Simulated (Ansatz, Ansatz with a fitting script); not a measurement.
# AlN (P6_3mc): converging an RPA energy, part 4 of 4

How far must mesh and response cutoff go for RPA on AlN (P6_3mc)?

Ansatz 0.2.0; EXX+RPA on LDA, plane waves, norm-conserving pseudopotentials.

So far. Step 27 (k mesh, 6×6×4 mesh, cutoffs to 160 eV, 201 empty bands …): Extrapolated from these cutoffs, the correlation energy is -6.53 eV per atom (fit error 0.03); such a limit moves with the range of cutoffs. Step 28 (Wavefunction cutoff, 4×4×2 mesh, cutoffs to 160 eV, 192 …): Extrapolated from these cutoffs, the correlation energy is -6.50 eV per atom (fit error 0.03); such a limit moves with the range of cutoffs.

The database entry behind the starting cell differs from later determinations by our own check (inner coordinate u about 0.002 short), so it need not match the best structure at ambient conditions.

## 29. Wavefunction cutoff, 4×4×2 mesh, cutoffs to 160 eV, 201 empty bands, volume +5 %

input.yaml reads:

```yaml
crystal:
  lattice:
    - [3.1640418588, 0.0, 0.0]
    - [-1.5820209294, 2.7401406263, 0.0]
    - [0.0, 0.0, 5.0626702533]
  atoms:
    - { symbol: Al, position: [0.33333333, 0.66666667, 0.0] }
    - { symbol: Al, position: [0.66666667, 0.33333333, 0.5] }
    - { symbol: "N", position: [0.33333333, 0.66666667, 0.38] }
    - { symbol: "N", position: [0.66666667, 0.33333333, 0.88] }
kpoints:
  mp_grid: { grid: [4, 4, 2] }
hamiltonian:
  xc: lda
  pseudopotentials: { kind: nc, xc_functional: pbe }
scf:
  occupations: { method: fixed }
  convergence: { dr2_threshold: 1.0e-09 }
output:
  rpa_energy:
    ecut_chi_ladder: [96, 112, 128, 144, 160]
    long_wavelength: optical_limit
    n_empty_bands: 201
basis:
  ecutwfc: 1612
  xc_grid: 3
```

Command:

```bash
$ ansatz run input.yaml --threads 8 --pin off --max-ram 18432MiB --backend cpu --events-out ev --progress --plain --runs-dir out
```

The program printed:

```text
[...]
Crystal: 4 atoms, lattice volume = 43.893 Å³
Basis set: ecut = 1612 eV, 6459 PW (Γ), exchange–correlation on 135×135×216 points (27 copies of the dense FFT grid, shifted against one another)
Bands: 12, of which v1, the nominal top of the filled ones, is band 8 counted from 1 (7 counted from 0)
Symmetry: 12 space group operations
[...]
k-points: 8 of 32
[...]
( 0.0000,  0.2500,  0.5000)    0.84480     0.156859           0.156431   0.087434
    ( 0.2500,  0.2500,  0.0000)    0.99290     0.202542           0.201934   0.117635
    ( 0.0000,  0.5000,  0.0000)    1.14651     0.248674           0.247840   0.150996
    ( 0.2500,  0.2500,  0.5000)    1.17087     0.257061           0.256194   0.157379
  core–valence xc dropped  : E_EXX =      -633.046132 eV   E_EXX+RPA =      -659.162544 eV
  core–valence xc semilocal: E_EXX =      -904.020597 eV   E_EXX+RPA =      -930.137009 eV
[key lines of the parts left out:]
SCF converged after 8 iterations
Free energy (F): -919.749567 eV
Fermi energy:    6.356864 eV
```

It took 18 s on 8 threads of Arm Neoverse V2, shared host; peak memory 2.6 GiB.

This step gave:

* exact exchange energy: -168.4255 eV
* RPA correlation energy: -26.12 eV

Extrapolated from these cutoffs, the correlation energy is -6.53 eV per atom (fit error 0.03); such a limit moves with the range of cutoffs.

## 30. The runs together

Expansion by 5 % in volume. Ladder, by row:

| changed | top response cutoff (eV) | empty bands | k mesh | long-wave term | wavefunction cutoff (eV) | box ratio | Ec extrapolated (eV/atom) | fit error (eV/atom) | Ec at the top rung (eV/atom) | change of Ec on expansion, extrapolated (meV/atom) | the same at one sphere-equivalent cutoff (meV/atom) | change of EXX (meV/atom) | wall time (s) | peak host memory (GiB) |
| --- | --- | --- | --- | --- | --- | --- | --- | --- | --- | --- | --- | --- | --- | --- |
| base | 160 | 192 | 4x4x2 | optical_limit | 1240 | 4 | -6.505 | 0.0336 | -5.836 | -24.21 | -33.45 | -8.02 | 12.16 | 1.899 |
| response cutoff | 90 | 81 | 4x4x2 | optical_limit | 1240 | 4 | -5.829 | 0.0728 | -4.93 | -15.77 | -42.08 | -8.02 | 5.32 | 0.868 |
| response cutoff | 240 | 352 | 4x4x2 | optical_limit | 1240 | 4 | -6.699 | 0.011 | -6.235 | -22.27 | -28.18 | -8.02 | 33.5 | 3.836 |
| bands | 160 | 17 | 4x4x2 | optical_limit | 1240 | 4 | -6.594 | 0.0305 | -5.919 | -24.64 | -33.49 | -8.02 | 4.37 | 0.428 |
| bands | 160 | 57 | 4x4x2 | optical_limit | 1240 | 4 | -6.521 | 0.0329 | -5.849 | -23.8 | -32.98 | -8.02 | 5.69 | 0.694 |
| k mesh | 160 | 192 | 3x3x2 | optical_limit | 1240 | 4 | -6.513 | 0.0303 | -5.84 | -24.44 | -33.83 | -8.75 | 8.3 | 1.628 |
| k mesh | 160 | 192 | 5x5x3 | optical_limit | 1240 | 4 | -6.508 | 0.0329 | -5.836 | -26.24 | -33.23 | -7.88 | 28.27 | 1.965 |
| long-wave term | 160 | 192 | 4x4x2 | neglected | 1240 | 4 | -6.474 | 0.0335 | -5.805 | -24.09 | -33.31 | -6.85 | 12.65 | 1.898 |
| response cutoff | 340 | 595 | 4x4x2 | optical_limit | 1240 | 4 | -6.751 | 0.0028 | -6.448 | -20.59 | -25.26 | -8.02 | 101.6 | 8.186 |
| bands | 160 | 463 | 4x4x2 | optical_limit | 1240 | 4 | -6.505 | 0.0336 | -5.836 | -24.33 | -33.51 | -8.02 | 38.11 | 5.651 |
| wavefunction cutoff | 160 | 192 | 4x4x2 | optical_limit | 868 | 4 | -6.5 | 0.0335 | -5.833 | -24.09 | -33.33 | -8.34 | 9.85 | 1.393 |
| pair-density box | 160 | 192 | 4x4x2 | optical_limit | 1240 | 2 | -6.505 | 0.0336 | -5.836 | -24.21 | -33.45 | -8.02 | 12.57 | 1.905 |
| k mesh | 160 | 192 | 6x6x4 | optical_limit | 1240 | 4 | -6.506 | 0.0332 | -5.836 | -27.62 | -33.58 | -7.81 | 88.95 | 2.137 |
| wavefunction cutoff | 160 | 192 | 4x4x2 | optical_limit | 1612 | 4 | -6.505 | 0.0336 | -5.836 | -24.21 | -33.45 | -7.99 | 15.69 | 2.435 |

## 31. Outcome

```yaml
base_settings: -6.505 eV/atom; on expansion −24 (extrapolated), −33 meV/atom (one cutoff); 12 s
a_top_cutoff_of_90_ev: -5.829 eV/atom; on expansion −16 (extrapolated), −42 meV/atom (one cutoff); 5 s
a_top_cutoff_of_240_ev: -6.699 eV/atom; on expansion −22 (extrapolated), −28 meV/atom (one cutoff); 34 s
17_empty_bands: -6.594 eV/atom; on expansion −25 (extrapolated), −33 meV/atom (one cutoff); 4 s
57_empty_bands: -6.521 eV/atom; on expansion −24 (extrapolated), −33 meV/atom (one cutoff); 6 s
the_3x3x2_mesh: -6.513 eV/atom; on expansion −24 (extrapolated), −34 meV/atom (one cutoff); 8 s
the_5x5x3_mesh: -6.508 eV/atom; on expansion −26 (extrapolated), −33 meV/atom (one cutoff); 28 s
the_long_wave_term_left_out: -6.474 eV/atom; on expansion −24 (extrapolated), −33 meV/atom (one cutoff); 13 s
a_top_cutoff_of_340_ev: -6.751 eV/atom; on expansion −21 (extrapolated), −25 meV/atom (one cutoff); 102 s
463_empty_bands: -6.505 eV/atom; on expansion −24 (extrapolated), −34 meV/atom (one cutoff); 38 s
a_wavefunction_cutoff_of_868_ev: -6.500 eV/atom; on expansion −24 (extrapolated), −33 meV/atom (one cutoff); 10 s
a_box_ratio_of_2: -6.505 eV/atom; on expansion −24 (extrapolated), −33 meV/atom (one cutoff); 13 s
the_6x6x4_mesh: -6.506 eV/atom; on expansion −28 (extrapolated), −34 meV/atom (one cutoff); 89 s
a_wavefunction_cutoff_of_1612_ev: -6.505 eV/atom; on expansion −24 (extrapolated), −33 meV/atom (one cutoff); 16 s
```

**Reading.** With a top cutoff of 90 eV the extrapolated correlation energy moves by +676 meV/atom, and its change on expansion at one cutoff by −8.6. With a top cutoff of 240 eV the extrapolated correlation energy moves by −194 meV/atom, and its change on expansion at one cutoff by +5.3. With 17 empty bands the extrapolated correlation energy moves by −89 meV/atom, and its change on expansion at one cutoff by +0.0. With 57 empty bands the extrapolated correlation energy moves by −16 meV/atom, and its change on expansion at one cutoff by +0.5. With the 3×3×2 mesh the extrapolated correlation energy moves by −8 meV/atom, and its change on expansion at one cutoff by −0.4. With the 5×5×3 mesh the extrapolated correlation energy moves by −3 meV/atom, and its change on expansion at one cutoff by +0.2. With the long-wave term left out the extrapolated correlation energy moves by +30 meV/atom, and its change on expansion at one cutoff by +0.1. With a top cutoff of 340 eV the extrapolated correlation energy moves by −246 meV/atom, and its change on expansion at one cutoff by +8.2. Over all rows the change on expansion by 5 % runs from −28 to −16 meV/atom when each cell is extrapolated apart and from −42 to −25 at one cutoff (95 % of each row's top rung, the same for both cells).

[Paths, hosts, dates, memory and timing lines, banners, echoed tables and standing remarks are left out of the program output.]

[Logs are printed without paths, hosts, clocks, repeated set-up lines and the standing remarks that a program may print on its own settings, such as how far it seeks lower states.]

[Runs of the session that timed out or met a known fault of the program may be left out.]

[Hosts, paths, dates, database ids (printed as entryN), source tags and the programs' standing remarks are cut or masked in the printed files.]
